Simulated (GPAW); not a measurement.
**Ga5Fe11 (bcc Fe11Ga5): moments or none**

Wanted: the moments of Ga5Fe11 (bcc Fe11Ga5) and the energy gained by spin polarisation.

Calculated with GPAW 26.7.0; PBE; plane waves with GPAW's PAW setups, scalar-relativistic.

## 1. The starting structure

It takes space group P4/mmm (No. 123, tetragonal). The conventional cell has a = 5.941 Å, b = 5.941 Å, c = 5.941 Å, α = 90.00°, β = 90.00°, γ = 90.00°. Nearest to Ga lie 8 Fe at 2.57 Å. Fe has 5 Ga at 2.57 Å and 3 Fe at 2.57 Å nearest. Fe has 8 Fe at 2.57 Å nearest. Nearest to Fe lie 8 Fe at 2.57 Å. ordered model alloy on an ideal lattice, lattice constant by linear interpolation, atoms not relaxed. Farther neighbours are not listed.

As a file:

```cif
data_structure
_symmetry_space_group_name_H-M 'P 1'
_symmetry_Int_Tables_number 1
_cell_length_a 5.9408
_cell_length_b 5.9408
_cell_length_c 5.9408
_cell_angle_alpha 90.000
_cell_angle_beta 90.000
_cell_angle_gamma 90.000
_cell_volume 209.66
loop_
_atom_site_label
_atom_site_type_symbol
_atom_site_fract_x
_atom_site_fract_y
_atom_site_fract_z
_atom_site_occupancy
Ga1 Ga 0.00000 0.00000 0.00000 1
Fe2 Fe 0.25000 0.25000 0.25000 1
Ga3 Ga 0.00000 0.00000 0.50000 1
Fe4 Fe 0.25000 0.25000 0.75000 1
Ga5 Ga 0.00000 0.50000 0.00000 1
Fe6 Fe 0.25000 0.75000 0.25000 1
Fe7 Fe 0.00000 0.50000 0.50000 1
Fe8 Fe 0.25000 0.75000 0.75000 1
Fe9 Fe 0.50000 0.00000 0.00000 1
Fe10 Fe 0.75000 0.25000 0.25000 1
Fe11 Fe 0.50000 0.00000 0.50000 1
Fe12 Fe 0.75000 0.25000 0.75000 1
Ga13 Ga 0.50000 0.50000 0.00000 1
Fe14 Fe 0.75000 0.75000 0.25000 1
Ga15 Ga 0.50000 0.50000 0.50000 1
Fe16 Fe 0.75000 0.75000 0.75000 1
```

The cell is a made-up one and need not be a known phase.

## 2. Order 1, typed as ferro +++++++++++

Parallel moments need no larger cell; this start tests for a ferromagnetic state only.

The input, order1.py:

```python
import json
import numpy as np
from ase import Atoms
from ase.parallel import paropen, parprint
from gpaw import GPAW

atoms = Atoms(['Ga', 'Fe', 'Ga', 'Fe', 'Ga', 'Fe', 'Fe', 'Fe', 'Fe', 'Fe', 'Fe', 'Fe', 'Ga', 'Fe', 'Ga', 'Fe'],
    cell=[[5.94075, 0.0, 0.0],
         [0.0, 5.94075, 0.0],
         [0.0, 0.0, 5.94075]],
    scaled_positions=[[0.0, 0.0, 0.0],
         [0.25, 0.25, 0.25],
         [0.0, 0.0, 0.5],
         [0.25, 0.25, 0.75],
         [0.0, 0.5, 0.0],
         [0.25, 0.75, 0.25],
         [0.0, 0.5, 0.5],
         [0.25, 0.75, 0.75],
         [0.5, 0.0, 0.0],
         [0.75, 0.25, 0.25],
         [0.5, 0.0, 0.5],
         [0.75, 0.25, 0.75],
         [0.5, 0.5, 0.0],
         [0.75, 0.75, 0.25],
         [0.5, 0.5, 0.5],
         [0.75, 0.75, 0.75]],
    pbc=True,
    magmoms=[0.0, 2.4, 0.0, 2.4, 0.0, 2.4, 2.4, 2.4, 2.4, 2.4, 2.4, 2.4, 0.0, 2.4, 0.0, 2.4])
atoms.calc = GPAW(mode={'name': 'pw', 'ecut': 450},
    xc='PBE',
    kpts={'size': (7, 7, 7), 'gamma': True},
    occupations={'name': 'fermi-dirac', 'width': 0.05},
    convergence={'density': 1e-05, 'energy': 1e-05},
    maxiter=200,
    mixer={'name': 'pulay', 'beta': 0.04, 'nmaxold': 8, 'weight': 100},
    symmetry={'tolerance': 1e-4},
    txt='order1.txt')
e = atoms.get_potential_energy(force_consistent=True)
res = {'free_energy': e, 'energy_sigma0': atoms.get_potential_energy(), 'fermi_energy': atoms.calc.get_fermi_level()}
res['moments'] = atoms.get_magnetic_moments().tolist()
res['total'] = atoms.get_magnetic_moment()
parprint('site moments (muB):', np.round(res['moments'], 3))
parprint(f"total moment: {res['total']:.3f} muB")
parprint(f'free energy: {e:.6f} eV')
atoms.calc.write('order1.gpw')
with paropen('results.json', 'w') as f:
    json.dump(res, f)
```

The run is started by

```console
$ OMP_NUM_THREADS=1 mpirun -n 4 gpaw python order1.py > order1.log
```

Numbers of over 12 decimals in the logs are rounded to 6 here.

The log of the run:

```text
site moments (muB): [-0.095  2.249 -0.091  2.249 -0.081  2.249  2.49   2.249  2.564  2.249
  2.646  2.249 -0.095  2.249 -0.091  2.249]
total moment: 25.095 muB
free energy: -114.003028 eV

--- order1.txt ---
Input parameters:
  mode=PW(ecut=450),
  convergence={'density': 1e-05, 'energy': 1e-05},
  kpts=MonkhorstPack(size=(7, 7, 7), gamma=True),
  maxiter=200,
  mixer=Pulay(name='pulay', nmaxold=8, beta=0.04, weight=100, sigma=0.015, g_ss=None),
  occupations=Occupations(name='fermi-dirac', width=0.05),
  symmetry=Symmetry(tolerance=0.0001),
  xc=XC(name='PBE')

Diagonalizing LCAO Hamiltonian
Converting LCAO to pw mode
     .--------------.
    /|              |
   / |              |
  /  |  Fe     Fe   |
 *   |              |
 | Fe|Fe   GaFe     |
 |   |  Fe     Fe   |
 Ga  .---Fe---------.
 |  / Fe     Fe    /
 | /a      Ga     /
 |/              /
 Ga------Fe-----*

Atoms  # Å, Bohr magnetons
|    | symbol |        x |        y |        z |    initial magnetic moments |
|----|--------|----------|----------|----------|-----------------------------|
|  0 |     Ga | 0.000000 | 0.000000 | 0.000000 | ( 0.0000,  0.0000,  0.0000) |
|  1 |     Fe | 1.485188 | 1.485188 | 1.485188 | ( 0.0000,  0.0000,  2.4000) |
|  2 |     Ga | 0.000000 | 0.000000 | 2.970375 | ( 0.0000,  0.0000,  0.0000) |
|  3 |     Fe | 1.485188 | 1.485188 | 4.455563 | ( 0.0000,  0.0000,  2.4000) |
|  4 |     Ga | 0.000000 | 2.970375 | 0.000000 | ( 0.0000,  0.0000,  0.0000) |
|  5 |     Fe | 1.485188 | 4.455563 | 1.485188 | ( 0.0000,  0.0000,  2.4000) |
|  6 |     Fe | 0.000000 | 2.970375 | 2.970375 | ( 0.0000,  0.0000,  2.4000) |
|  7 |     Fe | 1.485188 | 4.455563 | 4.455563 | ( 0.0000,  0.0000,  2.4000) |
|  8 |     Fe | 2.970375 | 0.000000 | 0.000000 | ( 0.0000,  0.0000,  2.4000) |
|  9 |     Fe | 4.455563 | 1.485188 | 1.485188 | ( 0.0000,  0.0000,  2.4000) |
| 10 |     Fe | 2.970375 | 0.000000 | 2.970375 | ( 0.0000,  0.0000,  2.4000) |
| 11 |     Fe | 4.455563 | 1.485188 | 4.455563 | ( 0.0000,  0.0000,  2.4000) |
| 12 |     Ga | 2.970375 | 2.970375 | 0.000000 | ( 0.0000,  0.0000,  0.0000) |
| 13 |     Fe | 4.455563 | 4.455563 | 1.485188 | ( 0.0000,  0.0000,  2.4000) |
| 14 |     Ga | 2.970375 | 2.970375 | 2.970375 | ( 0.0000,  0.0000,  0.0000) |
| 15 |     Fe | 4.455563 | 4.455563 | 4.455563 | ( 0.0000,  0.0000,  2.4000) |

Unit cell  # Å
| periodic |        x |        y |        z |  lengths |    angles |
|----------|----------|----------|----------|----------|-----------|
|      yes | 5.940750 | 0.000000 | 0.000000 | 5.940750 | 90.000000 |
|      yes | 0.000000 | 5.940750 | 0.000000 | 5.940750 | 90.000000 |
|      yes | 0.000000 | 0.000000 | 5.940750 | 5.940750 | 90.000000 |

Number of symmetries: 8

BZ-sampling:
  Number of BZ points: 343
  Number of IBZ points: 64

  Monkhorst-Pack size: [7, 7, 7]
  Monkhorst-Pack shift: [0, 0, 0]

K-points  # in reciprocal-cell coordinates
|     |                                coordinates |     weight |
|-----|--------------------------------------------|------------|
|   0 | (  0.00000000,   0.00000000,   0.00000000) | 0.00291545 |
|   1 | (  0.00000000,   0.00000000,   0.14285714) | 0.00583090 |
|   2 | (  0.00000000,   0.00000000,   0.28571429) | 0.00583090 |
|   3 | (  0.00000000,   0.00000000,   0.42857143) | 0.00583090 |
|   4 | (  0.00000000,   0.14285714,   0.00000000) | 0.00583090 |
|   5 | (  0.00000000,   0.14285714,   0.14285714) | 0.01166181 |
|   6 | (  0.00000000,   0.14285714,   0.28571429) | 0.01166181 |
|   7 | (  0.00000000,   0.14285714,   0.42857143) | 0.01166181 |
|   8 | (  0.00000000,   0.28571429,   0.00000000) | 0.00583090 |
|   9 | (  0.00000000,   0.28571429,   0.14285714) | 0.01166181 |
| ... |                                            |            |
|  63 | (  0.42857143,   0.42857143,   0.42857143) | 0.02332362 |

Plane wave coefficients: 4578
Cutoff: 450.000000 eV

Spin-components: 2 (collinear spins)
Bands:           82
Projectors:      91
Spin-degeneracy: 1
Datatype:        complex128

Parallelization:
  kpt:    4
  domain: 1
  band:   1

Density:
  Valence electrons: 103.0
  Components: 2
  Grid points: [30 30 30]
  Charge: 0.0  # |e|

Potential:
  Grid points: [30 30 30]

species:
  Ga:
    name:    Gallium
    Z:       31.0
    valence: 3
    core:    28
    charge:  0.0  # [|e|]
    compensation charges:
      type: gauss
      rc: 0.37  # [Å]
      lmax: 2
    cutoffs:
      filter: 2.06  # [Å]
      core: 4.17  # [Å]
    projectors
    | kind |    occ | energy [eV] | rcut [Å] |
    |------|--------|-------------|----------|
    |   4s |  2.000 |      -8.945 |    1.164 |
    |   4p |  1.000 |      -2.580 |    1.164 |
    |    s |        |      18.266 |    1.164 |
    |    p |        |      24.631 |    1.164 |
    |    d |        |       0.000 |    1.164 |

    Using partial waves for Ga as LCAO basis

  Fe:
    name:    Iron
    Z:       26.0
    valence: 8
    core:    18
    charge:  0.0  # [|e|]
    compensation charges:
      type: gauss
      rc: 0.33  # [Å]
      lmax: 2
    cutoffs:
      filter: 2.06  # [Å]
      core: 2.67  # [Å]
    projectors
    | kind |    occ | energy [eV] | rcut [Å] |
    |------|--------|-------------|----------|
    |   4s |  2.000 |      -5.291 |    1.164 |
    |   4p |  0.000 |      -1.326 |    1.058 |
    |   3d |  6.000 |      -7.505 |    1.058 |
    |    s |        |      21.920 |    1.164 |
    |    p |        |      25.885 |    1.058 |
    |    d |        |      19.706 |    1.058 |

    Using partial waves for Fe as LCAO basis

Reference energy: -645237.358244  # eV

eigensolver:
  PPCG
  Converge bands: occupied
  niter=2

density mixing:
  Pulay-Mixer
  Linear mixing parameters: 0.04
  Old densities: 8
  Fourier metric: weight=100, sigma=0.015

occupation numbers:
  Fermi-Dirac:
    width: 0.0500  # eV

poisson solver:
  ecut: 3600.000000  # eV

xc functional:
  name: PBE with 2 nearest neighbor stencil

convergence criteria:
- Maximum integral of absolute [dens]ity change: 1e-05 electrons / valence electron
- Maximum [total energy] change in last 3 cyles: 1e-05 eV / valence electron
- Maximum integral of absolute [eigenst]ate change: 4e-08 eV^2 / valence electron
maximum number of iterations: 200

SCF iterations
|iter     |      energy | eigst |  dens |  magmom |
|---------|-------------|-------|-------|---------|
|iter:   1|       0s | -113.837332 | +0.33 |       | +26.4610|
|iter:   2|      27s | -113.736901 | -1.18 | -1.02 | +26.3838|
|iter:   3|      55s | -113.347183 | -1.69 | -1.07 | +26.1390|
|iter:   4|      82s | -113.526810 | -1.35 | -1.16 | +25.6685|
|iter:   5|     109s | -113.490409 | -2.37 | -1.25 | +25.5717|
|iter:   6|     137s | -113.689624 | -2.23 | -1.34 | +25.2599|
|iter:   7|     165s | -113.674138 | -2.77 | -1.49 | +25.3241|
|iter:   8|     193s | -113.851583 | -2.44 | -1.47 | +25.0965|
|iter:   9|     220s | -113.875447 | -3.23 | -1.71 | +25.0151|
|iter:  10|     248s | -113.927641 | -2.88 | -1.81 | +24.8305|
[... 21 iterations left out ...]
|iter:  32|     798s | -113.937594c| -7.75c| -4.15 | +25.0927|
|iter:  33|     811s | -113.937595c| -8.26c| -4.50 | +25.0933|
|iter:  34|     825s | -113.937596c| -8.40c| -4.55 | +25.0940|
|iter:  35|     838s | -113.937597c| -8.73c| -4.66 | +25.0941|
|iter:  36|     852s | -113.937598c| -8.68c| -4.74 | +25.0945|
|iter:  37|     865s | -113.937600c| -8.61c| -4.83 | +25.0955|
|iter:  38|     878s | -113.937600c| -8.97c| -4.95 | +25.0955|
|iter:  39|     892s | -113.937600c| -9.50c| -4.97 | +25.0955|
|iter:  40|     905s | -113.937600c| -8.88c| -4.99 | +25.0953|
|iter:  41|     919s | -113.937600c| -8.80c| -5.12c| +25.0953|

Converged in 41 steps
Energy contributions relative to reference atoms: (reference = -645237.358244)

Energy contributions:
  Kinetic:         155.335564
  Coulomb:        -125.960489
  Zero:              1.599605
  External:          0.000000
  Xc:             -144.846852
  Entropy:          -0.130856
  Spinorbit:         0.000000
  ----------------------------
  Free energy:    -114.003028
  Extrapolated:   -113.937600

dipole moment: (-59.882879, -59.268348, -59.903736)  # |e|*Ang

Total magnetic moment: (0.000000, 0.000000, 25.095330)

Local magnetic moments
|        x |        y |         z |
|----------|----------|-----------|
| 0.000000 | 0.000000 | -0.095205 |  # Ga   0
| 0.000000 | 0.000000 |  2.249103 |  # Fe   1
| 0.000000 | 0.000000 | -0.091086 |  # Ga   2
| 0.000000 | 0.000000 |  2.249103 |  # Fe   3
| 0.000000 | 0.000000 | -0.081296 |  # Ga   4
| 0.000000 | 0.000000 |  2.249103 |  # Fe   5
| 0.000000 | 0.000000 |  2.489826 |  # Fe   6
| 0.000000 | 0.000000 |  2.249103 |  # Fe   7
| 0.000000 | 0.000000 |  2.564260 |  # Fe   8
| 0.000000 | 0.000000 |  2.249103 |  # Fe   9
| 0.000000 | 0.000000 |  2.646334 |  # Fe  10
| 0.000000 | 0.000000 |  2.249103 |  # Fe  11
| 0.000000 | 0.000000 | -0.095205 |  # Ga  12
| 0.000000 | 0.000000 |  2.249103 |  # Fe  13
| 0.000000 | 0.000000 | -0.091086 |  # Ga  14
| 0.000000 | 0.000000 |  2.249103 |  # Fe  15

Fermi level: 9.049
Eigenvalues  # (at kpt = [0.000, 0.000, 0.000])
| band index |      eig [eV] | occ [0-1] |      eig [eV] | occ [0-1] |
|------------|---------------|-----------|---------------|-----------|
|          0 |        -1.458 |     1.000 |        -1.451 |     1.000 |
|        ... |               |           |               |           |
|         47 |         7.466 |     1.000 |         9.753 |     0.000 |
|         48 |         7.508 |     1.000 |         9.791 |     0.000 |
|         49 |         7.556 |     1.000 |         9.909 |     0.000 |
|         50 |         7.562 |     1.000 |        10.100 |     0.000 |
|         51 |         7.722 |     1.000 |        10.238 |     0.000 |
|         52 |         7.725 |     1.000 |        10.278 |     0.000 |
|         53 |         7.898 |     1.000 |        10.278 |     0.000 |
|         54 |         7.932 |     1.000 |        10.395 |     0.000 |
|         55 |         7.932 |     1.000 |        10.438 |     0.000 |
|         56 |         7.989 |     1.000 |        10.444 |     0.000 |
|         57 |         7.996 |     1.000 |        10.444 |     0.000 |
|         58 |         8.003 |     1.000 |        10.465 |     0.000 |
|         59 |         8.003 |     1.000 |        10.529 |     0.000 |
|         60 |         8.028 |     1.000 |        10.559 |     0.000 |
|         61 |         8.224 |     1.000 |        10.690 |     0.000 |
|        ... |               |           |               |           |
|         81 |        15.059 |     0.000 |        15.499 |     0.000 |

No gap
No difference between direct/indirect transitions
```

Run time: 16 min. Hardware: 4 MPI ranks of Arm Neoverse V1, shared host; peak memory 1.8 GiB.

Spin moment in the augmentation sphere by atom:

```csv
atom,spin moment in the augmentation sphere (μB)
Ga1,-0.10
Fe2,2.25
Ga3,-0.09
Fe4,2.25
Ga5,-0.08
Fe6,2.25
Fe7,2.49
Fe8,2.25
Fe9,2.56
Fe10,2.25
Fe11,2.65
Fe12,2.25
Ga13,-0.10
Fe14,2.25
Ga15,-0.09
Fe16,2.25
```

This step gave:

- magnetization: 25.10 μB
- final state: ferromagnetic

After 41 cycles the largest moment stands at 2.65 μB.

(Continued in part 2 of 2.)

[Logs and program files are shortened in this print: banners, set-up blocks, solver, clock and traceback lines can be left out without a mark of their own.]

[Logs are printed without paths, hosts, clocks, repeated set-up lines and the standing remarks that a program may print on its own settings, such as how far it seeks lower states.]

[Hosts, paths, dates, database ids (printed as entryN), source tags and the programs' standing remarks are cut or masked in the printed files.]

[Where a cell is said to come from a database of computed structures, the database is the Materials Project.]
